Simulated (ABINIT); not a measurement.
# Beyond one shot: SiO2 (Stishovite), part 2 of 2

Aim: iterate the self-energy on SiO2 (Stishovite) and follow the gap from cycle to cycle.

ABINIT 10.8.3; LDA and many-body steps on it, plane waves. Known limits of the many-body steps: not at the basis limit; coarse k mesh.

So far. Step 7 (evGW0, cycle 3): Against the cycle before, the gap moves by +0.003 eV. Step 10 (evGW, cycle 1): Against G0W0 in ABINIT (4×4×4 mesh, 156 bands, screening to 179.6 eV, Godby-Needs plasmon pole), the gap moves by +0.845 eV.

## (13) evGW, cycle 2

This step: evGW on LDA, plane waves, norm-conserving pseudopotentials.

run.abi reads:

```
acell 3*1.0 Angstrom
rprim 
  4.177300000000 0.000000000000 0.000000000000
  0.000000000000 4.177300000000 0.000000000000
  0.000000000000 0.000000000000 2.665200000000
ntypat 2
znucl 14 8
natom 6
typat 1 1 2 2 2 2
xred 
  0.000000000000 0.000000000000 0.000000000000
  0.500000000000 0.500000000000 0.500000000000
  0.305900000000 0.305900000000 0.000000000000
  0.194100000000 0.805900000000 0.500000000000
  0.694100000000 0.694100000000 0.000000000000
  0.805900000000 0.194100000000 0.500000000000
pp_dirpath "pseudos"
pseudos "Si.upf, O.upf"
ecut 36
ngkpt 4 4 4
nshiftk 1
shiftk 0 0 0
kptopt 1
chksymbreak 0
istwfk *1
occopt 1
irdwfk 1
optdriver 4
nband 156
gwcalctyp 10
ecutsigx 36
symsigma 1
nkptgw 18
kptgw 
  0.0000000000 0.0000000000 0.0000000000
  0.2500000000 0.0000000000 0.0000000000
  0.5000000000 0.0000000000 0.0000000000
  0.2500000000 0.2500000000 0.0000000000
  0.5000000000 0.2500000000 0.0000000000
  0.5000000000 0.5000000000 0.0000000000
  0.0000000000 0.0000000000 0.2500000000
  0.2500000000 0.0000000000 0.2500000000
  0.5000000000 0.0000000000 0.2500000000
  0.2500000000 0.2500000000 0.2500000000
  0.5000000000 0.2500000000 0.2500000000
  0.5000000000 0.5000000000 0.2500000000
  0.0000000000 0.0000000000 0.5000000000
  0.2500000000 0.0000000000 0.5000000000
  0.5000000000 0.0000000000 0.5000000000
  0.2500000000 0.2500000000 0.5000000000
  0.5000000000 0.2500000000 0.5000000000
  0.5000000000 0.5000000000 0.5000000000
bdgw 
  5 22
  5 22
  5 22
  5 22
  5 22
  5 22
  5 22
  5 22
  5 22
  5 22
  5 22
  5 22
  5 22
  5 22
  5 22
  5 22
  5 22
  5 22
ecuteps 6.6
irdscr 1
ppmodel 1
irdqps 1
indata_prefix "in"
outdata_prefix "out"
tmpdata_prefix "tmp"
```

The run is started by

```sh
> OMP_NUM_THREADS=1 mpirun -n 4 abinit run.abi > log
```

The job ended after 22 min (4 MPI ranks of Arm Neoverse V1, shared host; peak memory 2.4 GiB; 88 min of CPU time).

This step gave:

```yaml
quasiparticle_gap_on_the_mesh: 9.075 eV
gap_of_the_density_functional_on_the_mesh: 5.665 eV
k_of_the_valence_top: 0, 0, 0
k_of_the_conduction_bottom: 0, 0, 0
least_direct_quasiparticle_gap_on_the_computed_points: 9.075 eV
```

Against the cycle before, the gap moves by +0.042 eV.

## (14) Screening, 4×4×4 mesh, 156 bands, screening to 179.6 eV

This step: RPA screening on LDA, plane waves, norm-conserving pseudopotentials.

run.abi reads:

```
acell 3*1.0 Angstrom
rprim 
  4.177300000000 0.000000000000 0.000000000000
  0.000000000000 4.177300000000 0.000000000000
  0.000000000000 0.000000000000 2.665200000000
ntypat 2
znucl 14 8
natom 6
typat 1 1 2 2 2 2
xred 
  0.000000000000 0.000000000000 0.000000000000
  0.500000000000 0.500000000000 0.500000000000
  0.305900000000 0.305900000000 0.000000000000
  0.194100000000 0.805900000000 0.500000000000
  0.694100000000 0.694100000000 0.000000000000
  0.805900000000 0.194100000000 0.500000000000
pp_dirpath "pseudos"
pseudos "Si.upf, O.upf"
ecut 36
ngkpt 4 4 4
nshiftk 1
shiftk 0 0 0
kptopt 1
chksymbreak 0
istwfk *1
occopt 1
irdwfk 1
optdriver 3
nband 156
ecuteps 6.6
inclvkb 2
awtr 1
symchi 1
gwcalctyp 10
mbpt_sciss 3.927 eV
nqptdm 1
qptdm 
  0 0 0
indata_prefix "in"
outdata_prefix "out"
tmpdata_prefix "tmp"
```

It took 30 s on 4 MPI ranks; peak memory 1.6 GiB.

This step gave:

```
ε∞ with local fields, on this mesh, along the program's q direction : 2.930
the same without local fields                                       : 3.118
plasma frequency                                                    : 30.80 eV
plane waves in the screening matrix                                 : 265
```

This screening uses the functional's bands under a rigid shift, the mean opening of the cycle before.

## (15) Screening, 4×4×4 mesh, 156 bands, screening to 179.6 eV

This step: RPA screening on LDA from quasiparticle energies, plane waves, norm-conserving pseudopotentials.

Edit run.abi of step 14 so:

```diff
@@ -33,7 +33,23 @@
 symchi 1
+irdqps 1
 gwcalctyp 10
-mbpt_sciss 3.927 eV
-nqptdm 1
+nqptdm 17
 qptdm 
-  0 0 0
+  0.2500000000 0.0000000000 0.0000000000
+  0.5000000000 0.0000000000 0.0000000000
+  0.2500000000 0.2500000000 0.0000000000
+  0.5000000000 0.2500000000 0.0000000000
+  0.5000000000 0.5000000000 0.0000000000
+  0.0000000000 0.0000000000 0.2500000000
+  0.2500000000 0.0000000000 0.2500000000
+  0.5000000000 0.0000000000 0.2500000000
+  0.2500000000 0.2500000000 0.2500000000
+  0.5000000000 0.2500000000 0.2500000000
+  0.5000000000 0.5000000000 0.2500000000
+  0.0000000000 0.0000000000 0.5000000000
+  0.2500000000 0.0000000000 0.5000000000
+  0.5000000000 0.0000000000 0.5000000000
+  0.2500000000 0.2500000000 0.5000000000
+  0.5000000000 0.2500000000 0.5000000000
+  0.5000000000 0.5000000000 0.5000000000
 indata_prefix "in"
```

mrgscr.stdin reads:

```
2
merged
q0_SCR
out_SCR
1
```

The run is started by

```sh
> OMP_NUM_THREADS=1 mpirun -n 4 abinit run.abi > log; mrgscr < mrgscr.stdin
```

Run time: 2.1 min. Hardware: 4 MPI ranks; peak memory 1.6 GiB; 8.4 min of CPU time.

Numbers from this step:

```yaml
plasma_frequency: 30.80 eV
plane_waves_in_the_screening_matrix: 265
```

This screening reads the quasiparticle levels of the cycle before.

## (16) evGW, cycle 3

This step: evGW on LDA, plane waves, norm-conserving pseudopotentials.

Edit run.abi of step 15 so:

```diff
@@ -27,12 +27,10 @@
 irdwfk 1
-optdriver 3
+optdriver 4
 nband 156
-ecuteps 6.6
-inclvkb 2
-awtr 1
-symchi 1
-irdqps 1
 gwcalctyp 10
-nqptdm 17
-qptdm 
+ecutsigx 36
+symsigma 1
+nkptgw 18
+kptgw 
+  0.0000000000 0.0000000000 0.0000000000
   0.2500000000 0.0000000000 0.0000000000
@@ -54,2 +52,25 @@
   0.5000000000 0.5000000000 0.5000000000
+bdgw 
+  5 22
+  5 22
+  5 22
+  5 22
+  5 22
+  5 22
+  5 22
+  5 22
+  5 22
+  5 22
+  5 22
+  5 22
+  5 22
+  5 22
+  5 22
+  5 22
+  5 22
+  5 22
+ecuteps 6.6
+irdscr 1
+ppmodel 1
+irdqps 1
 indata_prefix "in"
```

The run is started by

```sh
> OMP_NUM_THREADS=1 mpirun -n 4 abinit run.abi > log
```

The job ended after 22 min (4 MPI ranks; peak memory 2.4 GiB).

Numbers from this step:

```
quasiparticle gap on the mesh                         : 9.078 eV
gap of the density functional on the mesh             : 5.665 eV
k of the valence top                                  : 0, 0, 0
k of the conduction bottom                            : 0, 0, 0
least direct quasiparticle gap on the computed points : 9.078 eV
```

Against the cycle before, the gap moves by +0.003 eV.

## (17) Side by side

Times are wall times on 4 MPI ranks of Arm Neoverse V1, shared host. The host was busy with other work, so they are no guide to cost. A run's time includes the screening step that it read.

```csv
run,mesh,bands,screening cutoff (eV),DFT gap (eV),gap on the mesh (eV),direct (eV),ε∞ used,time
G0W0,4×4×4,156,179.6,5.665,8.188,8.188,3.43,3.9 min
"evGW0, cycle 1",4×4×4,156,179.6,5.665,8.698,8.698,3.43,25 min
"evGW0, cycle 2",4×4×4,156,179.6,5.665,8.540,8.540,3.43,25 min
"evGW0, cycle 3",4×4×4,156,179.6,5.665,8.543,8.543,3.43,25 min
"evGW, cycle 1",4×4×4,156,179.6,5.665,9.033,9.033,2.99,25 min
"evGW, cycle 2",4×4×4,156,179.6,5.665,9.075,9.075,2.93,25 min
"evGW, cycle 3",4×4×4,156,179.6,5.665,9.078,9.078,2.93,24 min
```

## (18) Results

```
G0W0           : 8.188 eV
evGW0, cycle 1 : 8.698 eV
evGW0, cycle 2 : 8.540 eV
evGW0, cycle 3 : 8.543 eV
evGW, cycle 1  : 9.033 eV
evGW, cycle 2  : 9.075 eV
evGW, cycle 3  : 9.078 eV
known limits   : not at the basis limit; coarse k mesh
```

What this shows: Only the bands that the input lists are updated; the others, empty or deep, keep the functional's energies or take a rigid shift. The evGW loop starts from the last levels of evGW0, so its cycles and time come on top of those. evGW0 ends at 8.54 eV, +0.36 eV from G0W0, after 3 cycles that took 66 min beside the first screening; the last moved the gap by 0.003 eV. evGW ends at 9.08 eV, +0.89 eV from G0W0, after 3 cycles that took 74 min beside the first screening; the last moved the gap by 0.003 eV. The first cycle of evGW0 takes the full correction, without the factor Z, so it overshoots the one-shot value. Bands and cutoff are finite, so the gap is not at the basis limit. The miss can reach some tenths of an eV and take either sign; the mesh is an error of its own. The 4×4×4 mesh is coarse for this cell, which bears on the long-range parts of exchange and screening. In the updated screening the q = 0 part is built from Kohn-Sham bands under a rigid shift, the other q from the quasiparticle levels.

[Paths, hosts, dates, memory and timing lines, banners, echoed tables and standing remarks are left out of the program output.]

[Logs are printed without paths, hosts, clocks, repeated set-up lines and the standing remarks that a program may print on its own settings, such as how far it seeks lower states.]

[Runs of the session that timed out or met a known fault of the program may be left out.]

[Hosts, paths, dates, database ids (printed as entryN), source tags and the programs' standing remarks are cut or masked in the printed files.]

[G0W0 gaps are taken among the corrected bands and points alone; a level outside them can change the order at an edge.]

[Where Ansatz stands beside ABINIT at settings called matched, ABINIT's density can come from a denser mesh and the files from another edition; pairs whose starting gaps differed by over 0.03 eV were left out, so agreement reads better than it is.]
